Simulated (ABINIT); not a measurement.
**SrNiF6 (R-3m): bands and cutoff in G0W0 with ABINIT**

Aim: raise bands and screening cutoff together for SrNiF6 (R-3m) and follow gap and time.

Main program and level: ABINIT 10.8.3; LDA and many-body steps on it, plane waves.

## 1. The structure

Symmetry: R-3m, No. 166, trigonal system. The conventional cell has a = 7.074 Å, b = 7.074 Å, c = 6.656 Å, α = 90.00°, β = 90.00°, γ = 120.00°. Nearest to Sr lie 12 F at 2.61 to 2.72 Å. Nearest to Ni lie 6 F at 1.80 Å. F has 1 Ni at 1.80 Å and 2 Sr at 2.61 to 2.72 Å nearest. Farther neighbours and most contacts between anions are not listed.

The cell and positions come from the Crystallography Open Database and are kept as given unless a step says otherwise.

## 2. Empty states on the mesh, 2×2×2 mesh, 209 bands

This step: ABINIT 10.8.3; DFT, LDA, plane waves, norm-conserving pseudopotentials.

The sums over transitions need many empty states on a uniform mesh; this step solves for them.

run.abi

```
acell 3*1.0 Angstrom
rprim 
  3.536999999979 2.042087902112 2.218666666700
  -3.536999999979 2.042087902112 2.218666666700
  -0.000000000000 -4.084175804224 2.218666666700
ntypat 3
znucl 38 28 9
natom 8
typat 1 2 3 3 3 3 3 3
xred 
  0.500000000000 0.500000000000 0.500000000000
  0.000000000000 0.000000000000 0.000000000000
  0.276000000000 0.916000000000 0.276000000000
  0.276000000000 0.276000000000 0.916000000000
  0.916000000000 0.276000000000 0.276000000000
  0.724000000000 0.084000000000 0.724000000000
  0.084000000000 0.724000000000 0.724000000000
  0.724000000000 0.724000000000 0.084000000000
pp_dirpath "pseudos"
pseudos "Sr.upf, Ni.upf, F.upf"
ecut 45
ngkpt 2 2 2
nshiftk 1
shiftk 0 0 0
kptopt 1
chksymbreak 0
iscf -2
irdden 1
istwfk *1
nband 209
nbdbuf 18
tolwfr 1e-09
nstep 60
prtvol 0
indata_prefix "in"
outdata_prefix "out"
tmpdata_prefix "tmp"
```

The run is started by

```sh
> OMP_NUM_THREADS=1 mpirun -n 4 abinit run.abi > log
```

Numbers of over 12 decimals in the logs are rounded to 6 here.

Log:

```text
.Version 10.8.3 of ABINIT. v10.8.2 released Aug 2026.

 Symmetries : space group R-3 m (#166); Bravais hR (rhombohedral)
[... echo of the input left out ...]
== DATASET  1 ==================================================================
-   mpi_nproc: 4, omp_nthreads: 1 (-1 if OMP is not activated)

--- !DatasetInfo
iteration_state: {dtset: 1, }
dimensions: {natom: 8, nkpt: 4, mband: 209, nsppol: 1, nspinor: 1, nspden: 1, mpw: 9384, }
cutoff_energies: {ecut:  45.0, pawecutdg:  -1.0, }
[...]
2.82221    2.83939    2.83939    2.85743    2.86349    2.86681    2.88589    2.89814
   2.89814    2.89852    2.90220    2.93295    2.93295    3.02078    3.02170    3.02948
   3.03727
 prteigrs : prtvol=0 or 1, do not print more k-points.

== END DATASET(S) ==============================================================
================================================================================

 -outvars: echo values of variables after computation  --------
            nband         209
             nkpt           4
          spgroup         166
 [... the other variables as echoed above ...]

 Calculation completed.
```

Elapsed: 2.1 min, on 4 MPI ranks of Arm Neoverse N1, shared host; peak memory 0.54 GiB.

This step gave:

| Property | Result |
| --- | --- |
| gap | 0.9919 eV |
| k of the valence top | 0.5, 0.5, 0 |
| k of the conduction bottom | 0, 0, 0 |
| least direct gap | 0.9984 eV |
| k points computed | 4 |
| lowest point of the top converged band, above the valence top | 74.8765 eV |

On this mesh the gap is 0.992 eV.

The density comes from a self-consistent run that is not shown.

## 3. Screening, 2×2×2 mesh, 54 bands, screening to 62.6 eV

The RPA dielectric matrix is built and inverted for each q.

This step: RPA screening on LDA, plane waves, norm-conserving pseudopotentials.

Changes to run.abi since step 2:

```diff
@@ -26,10 +26,11 @@
 chksymbreak 0
-iscf -2
-irdden 1
 istwfk *1
-nband 209
-nbdbuf 18
-tolwfr 1e-09
-nstep 60
-prtvol 0
+occopt 1
+irdwfk 1
+optdriver 3
+nband 54
+ecuteps 2.3
+inclvkb 2
+awtr 1
+symchi 1
 indata_prefix "in"
```

Log:

```text
.Version 10.8.3 of ABINIT. v10.8.2 released Aug 2026.

 Symmetries : space group R-3 m (#166); Bravais hR (rhombohedral)
[... echo of the input left out ...]
== DATASET  1 ==================================================================
-   mpi_nproc: 4, omp_nthreads: 1 (-1 if OMP is not activated)

--- !DatasetInfo
iteration_state: {dtset: 1, }
dimensions: {natom: 8, nkpt: 4, mband: 54, nsppol: 1, nspinor: 1, nspden: 1, mpw: 9384, }
cutoff_energies: {ecut:  45.0, pawecutdg:  -1.0, }
electrons: {nelect:   7.00000000E+01, charge:   0.00000000E+00, occopt:   1.00000000E+00, tsmear:   1.00000000E-02, }

 SCREENING: Calculation of the susceptibility and dielectric matrices

 Based on a program developped by R.W. Godby, V. Olevano, G. Onida, and L. Reining.
 Incorporated in ABINIT by V. Olevano, G.-M. Rignanese, and M. Torrent.
.Using double precision arithmetic ; gwpc =  8

[... cell and pseudopotentials left out ...]
--------------------------------------------------------------------------------

 ==== K-mesh for the wavefunctions ====
 Number of points in the irreducible wedge :     4
[... list of points left out ...]
 Together with 12 symmetry operations and time-reversal symmetry
 yields     8 points in the full Brillouin Zone.

 ==== Q-mesh for the screening function ====
 Number of points in the irreducible wedge :     4
[... list of points left out ...]
 Together with 12 symmetry operations and time-reversal symmetry
 yields     8 points in the full Brillouin Zone.

 setmesh: FFT mesh size selected  =    32x   32x   32
          total number of points  =        32768

 vcoul_init : cutoff-mode = AUXILIARY_FUNCTION
 q-points for optical limit:   1
     1)      0.000010    0.000020    0.000030

- screening: taking advantage of time-reversal symmetry
- Maximum band index for partially occupied states nbvw = 35
- Remaining bands to be divided among processors   nbcw = 19
- Number of bands treated by each node ~4

 Number of electrons calculated from density =   70.0000; Expected =   70.0000
 average of density, n =  0.107882
 r_s =    1.3031
 omega_plasma =   31.6833 [eV]

 calculating chi0 at frequencies [eV] :
  1    0.000000E+00    0.000000E+00
  2    0.000000E+00    3.168326E+01

--------------------------------------------------------------------------------
  q-point number  1        q = ( 0.000000, 0.000000, 0.000000) [r.l.u.]
--------------------------------------------------------------------------------
[... chi0 elements left out ...]
 For q-point:  0.000010 0.000020 0.000030
  dielectric constant =   3.5108
  dielectric constant without local fields =   4.3423

  Average fulfillment of the sum rule on Im[epsilon] for q-point    1 :     14.06  [%]
[... wings left out ...]
  q-point number  2        q = ( 0.500000, 0.000000, 0.000000) [r.l.u.]
--------------------------------------------------------------------------------
[... chi0 elements left out ...]
  Average fulfillment of the sum rule on Im[epsilon] for q-point    2 :     19.52  [%]

 [... 2 further q-points ...]
```

The job ended after 18 s (4 MPI ranks; peak memory 1 GiB).

This step gave:

- ε∞ with local fields, on this mesh, along the program's q direction: 3.511
- the same without local fields: 4.342
- plasma frequency: 31.68 eV
- plane waves in the screening matrix: 99

Local fields lower ε∞ by 19 %. On a Γ-centred mesh this coarse the value itself is usually too large, while a short band sum pulls it down.

## 4. 54 bands, 62.6 eV

The self-energy is evaluated for the states that the input lists, and the levels follow from it, in one-shot runs by the linearised quasiparticle equation.

This step: G0W0 on LDA, plane waves, norm-conserving pseudopotentials.

Changes to run.abi since step 3:

```diff
@@ -29,8 +29,17 @@
 irdwfk 1
-optdriver 3
+optdriver 4
 nband 54
+gwcalctyp 0
+ecutsigx 45
+symsigma 1
+nkptgw 2
+kptgw 
+  0.5000000000 0.5000000000 0.0000000000
+  0.0000000000 0.0000000000 0.0000000000
+bdgw 
+  34 37
+  34 37
 ecuteps 2.3
-inclvkb 2
-awtr 1
-symchi 1
+irdscr 1
+ppmodel 1
 indata_prefix "in"
```

Log:

```text
.Version 10.8.3 of ABINIT. v10.8.2 released Aug 2026.

 Symmetries : space group R-3 m (#166); Bravais hR (rhombohedral)
[... echo of the input left out ...]
== DATASET  1 ==================================================================
-   mpi_nproc: 4, omp_nthreads: 1 (-1 if OMP is not activated)

--- !DatasetInfo
iteration_state: {dtset: 1, }
dimensions: {natom: 8, nkpt: 4, mband: 54, nsppol: 1, nspinor: 1, nspden: 1, mpw: 9384, }
cutoff_energies: {ecut:  45.0, pawecutdg:  -1.0, }
electrons: {nelect:   7.00000000E+01, charge:   0.00000000E+00, occopt:   1.00000000E+00, tsmear:   1.00000000E-02, }

 SIGMA: Calculation of the GW corrections

 Based on a program developped by R.W. Godby, V. Olevano, G. Onida, and L. Reining.
 Incorporated in ABINIT by V. Olevano, G.-M. Rignanese, and M. Torrent.
.Using double precision arithmetic ; gwpc =  8

[... cell and pseudopotentials left out ...]
--------------------------------------------------------------------------------

 ==== K-mesh for the wavefunctions ====
 Number of points in the irreducible wedge :     4
[... list of points left out ...]
 Together with 12 symmetry operations and time-reversal symmetry
 yields     8 points in the full Brillouin Zone.

 ==== Q-mesh for screening function ====
 Number of points in the irreducible wedge :     4
[... list of points left out ...]
 Together with 12 symmetry operations and time-reversal symmetry
 yields     8 points in the full Brillouin Zone.

 vcoul_init : cutoff-mode = AUXILIARY_FUNCTION
 q-points for optical limit:   1
     1)      0.000010    0.000020    0.000030
 setmesh: FFT mesh size selected  =    54x   54x   54
          total number of points  =       157464

 Number of electrons calculated from density =   70.0000; Expected =   70.0000
 average of density, n =  0.107882
 r_s =    1.3031
 omega_plasma =   31.6833 [eV]

 === KS Band Gaps ===
  >>>> For spin  1
   Minimum direct gap =   0.9983 [eV], located at k-point      :   0.5000  0.5000  0.0000
   Fundamental gap    =   0.9920 [eV], Top of valence bands at :   0.5000  0.5000  0.0000
                                       Bottom of conduction at :   0.0000  0.0000  0.0000
 SIGMA fundamental parameters:
 PLASMON POLE MODEL  1
 number of plane-waves for SigmaX                 9349
 number of plane-waves for SigmaC and W             99
 number of plane-waves for wavefunctions          9349
 number of bands                                    54
 number of independent spin polarizations            1
 number of spinorial components                      1
 number of k-points in IBZ                           4
 number of q-points in IBZ                           4
 number of symmetry operations                      12
 number of k-points in BZ                            8
 number of q-points in BZ                            8
 number of frequencies for dSigma/dE                 9
 frequency step for dSigma/dE [eV]                0.25
 number of omega for Sigma on real axis              0
 max omega for Sigma on real axis  [eV]           0.00
 zcut for avoiding poles [eV]                     0.10

 EPSILON^-1 parameters (SCR file):
 dimension of the eps^-1 matrix on file             99
 dimension of the eps^-1 matrix used                99
 number of plane-waves for wavefunctions          9349
 number of bands                                    54
 number of q-points in IBZ                           4
 number of frequencies                               2
 number of real frequencies                          1
 number of imag frequencies                          1

 matrix elements of self-energy operator (all in [eV])

 Perturbative Calculation

--- !SelfEnergy_ee
iteration_state: {dtset: 1, }
kpoint     : [   0.500,    0.500,    0.000, ]
spin       : 1
KS_gap     :    0.998
QP_gap     :    3.912
Delta_QP_KS:    2.914
data: !SigmaeeData |
     Band     E0 <VxcDFT>   SigX SigC(E0)      Z dSigC/dE  Sig(E)    E-E0       E
       34   0.848 -28.619 -36.983   7.242   0.711  -0.407 -29.416  -0.797   0.050
       35   1.426 -27.598 -36.027   7.083   0.725  -0.380 -28.574  -0.976   0.450
       36   2.424 -28.643 -23.759  -2.229   0.730  -0.370 -26.705   1.938   4.362
       37   2.867 -28.851 -23.977  -2.221   0.726  -0.378 -26.926   1.926   4.792

--- !SelfEnergy_ee
iteration_state: {dtset: 1, }
kpoint     : [   0.000,    0.000,    0.000, ]
spin       : 1
KS_gap     :    1.370
QP_gap     :    4.516
Delta_QP_KS:    3.146
data: !SigmaeeData |
     Band     E0 <VxcDFT>   SigX SigC(E0)      Z dSigC/dE  Sig(E)    E-E0       E
       34   0.940 -28.728 -37.262   7.330   0.713  -0.403 -29.587  -0.858   0.082
       35   1.048 -23.481 -31.463   6.367   0.742  -0.348 -24.679  -1.198  -0.150
       36   2.418 -28.617 -23.697  -2.253   0.730  -0.370 -26.669   1.948   4.366
       37   2.418 -28.617 -23.697  -2.253   0.730  -0.370 -26.669   1.948   4.366

== END DATASET(S) ==============================================================
================================================================================

 -outvars: echo values of variables after computation  --------
           etotal      0.0000000000E+00
            nband          54
             nkpt           4
          spgroup         166
 [... the other variables as echoed above ...]

 Calculation completed.
```

Run time: 7.2 s. Hardware: 4 MPI ranks; peak memory 0.89 GiB; 28 s of CPU time.

This step gave:

```yaml
g0w0_gap_on_the_points_computed: 3.912 eV
starting_gap_on_the_mesh: 0.9919 eV
k_of_the_valence_top: 0.5, 0.5, 0
k_of_the_conduction_bottom: 0.5, 0.5, 0
z_at_the_valence_top: 0.725
z_at_the_conduction_bottom: 0.73
least_direct_g0w0_gap_on_the_computed_points: 3.912 eV
```

The gap on the mesh goes from 0.99 eV to 3.91 eV, a correction of +2.92 eV.

## 5. Screening, 2×2×2 mesh, 98 bands, screening to 114.3 eV

This step: RPA screening on LDA, plane waves, norm-conserving pseudopotentials.

Changes to run.abi since step 4:

```diff
@@ -29,17 +29,8 @@
 irdwfk 1
-optdriver 4
-nband 54
-gwcalctyp 0
-ecutsigx 45
-symsigma 1
-nkptgw 2
-kptgw 
-  0.5000000000 0.5000000000 0.0000000000
-  0.0000000000 0.0000000000 0.0000000000
-bdgw 
-  34 37
-  34 37
-ecuteps 2.3
-irdscr 1
-ppmodel 1
+optdriver 3
+nband 98
+ecuteps 4.2
+inclvkb 2
+awtr 1
+symchi 1
 indata_prefix "in"
```

Log:

```text
.Version 10.8.3 of ABINIT. v10.8.2 released Aug 2026.

 Symmetries : space group R-3 m (#166); Bravais hR (rhombohedral)
[... echo of the input left out ...]
== DATASET  1 ==================================================================
-   mpi_nproc: 4, omp_nthreads: 1 (-1 if OMP is not activated)

--- !DatasetInfo
iteration_state: {dtset: 1, }
dimensions: {natom: 8, nkpt: 4, mband: 98, nsppol: 1, nspinor: 1, nspden: 1, mpw: 9384, }
cutoff_energies: {ecut:  45.0, pawecutdg:  -1.0, }
electrons: {nelect:   7.00000000E+01, charge:   0.00000000E+00, occopt:   1.00000000E+00, tsmear:   1.00000000E-02, }

 SCREENING: Calculation of the susceptibility and dielectric matrices

 Based on a program developped by R.W. Godby, V. Olevano, G. Onida, and L. Reining.
 Incorporated in ABINIT by V. Olevano, G.-M. Rignanese, and M. Torrent.
.Using double precision arithmetic ; gwpc =  8

[... cell and pseudopotentials left out ...]
--------------------------------------------------------------------------------

 ==== K-mesh for the wavefunctions ====
 Number of points in the irreducible wedge :     4
[... list of points left out ...]
 Together with 12 symmetry operations and time-reversal symmetry
 yields     8 points in the full Brillouin Zone.

 ==== Q-mesh for the screening function ====
 Number of points in the irreducible wedge :     4
[... list of points left out ...]
 Together with 12 symmetry operations and time-reversal symmetry
 yields     8 points in the full Brillouin Zone.

 setmesh: FFT mesh size selected  =    36x   36x   36
          total number of points  =        46656

 vcoul_init : cutoff-mode = AUXILIARY_FUNCTION
 q-points for optical limit:   1
     1)      0.000010    0.000020    0.000030

- screening: taking advantage of time-reversal symmetry
- Maximum band index for partially occupied states nbvw = 35
- Remaining bands to be divided among processors   nbcw = 63
- Number of bands treated by each node ~15

 Number of electrons calculated from density =   70.0000; Expected =   70.0000
 average of density, n =  0.107882
 r_s =    1.3031
 omega_plasma =   31.6833 [eV]

 calculating chi0 at frequencies [eV] :
  1    0.000000E+00    0.000000E+00
  2    0.000000E+00    3.168326E+01

--------------------------------------------------------------------------------
  q-point number  1        q = ( 0.000000, 0.000000, 0.000000) [r.l.u.]
--------------------------------------------------------------------------------
[... chi0 elements left out ...]
 For q-point:  0.000010 0.000020 0.000030
  dielectric constant =   3.6655
  dielectric constant without local fields =   4.5786

  Average fulfillment of the sum rule on Im[epsilon] for q-point    1 :     31.72  [%]
[... wings left out ...]
  q-point number  2        q = ( 0.500000, 0.000000, 0.000000) [r.l.u.]
--------------------------------------------------------------------------------
[... chi0 elements left out ...]
  Average fulfillment of the sum rule on Im[epsilon] for q-point    2 :     38.39  [%]

 [... 2 further q-points ...]
```

The job ended after 51 s (4 MPI ranks; peak memory 1.3 GiB; 3.4 min of CPU time).

Numbers from this step:

```
ε∞ with local fields, on this mesh, along the program's q direction : 3.666
the same without local fields                                       : 4.579
plasma frequency                                                    : 31.68 eV
plane waves in the screening matrix                                 : 255
```

(Continued in part 2 of 2.)

[Paths, hosts, dates, memory and timing lines, banners, echoed tables and standing remarks are left out of the program output.]

[Logs are printed without paths, hosts, clocks, repeated set-up lines and the standing remarks that a program may print on its own settings, such as how far it seeks lower states.]

[Runs of the session that timed out or met a known fault of the program may be left out.]

[Hosts, paths, dates, database ids (printed as entryN), source tags and the programs' standing remarks are cut or masked in the printed files.]

[G0W0 gaps are taken among the corrected bands and points alone; a level outside them can change the order at an edge.]

[Where Ansatz stands beside ABINIT at settings called matched, ABINIT's density can come from a denser mesh and the files from another edition; pairs whose starting gaps differed by over 0.03 eV were left out, so agreement reads better than it is.]
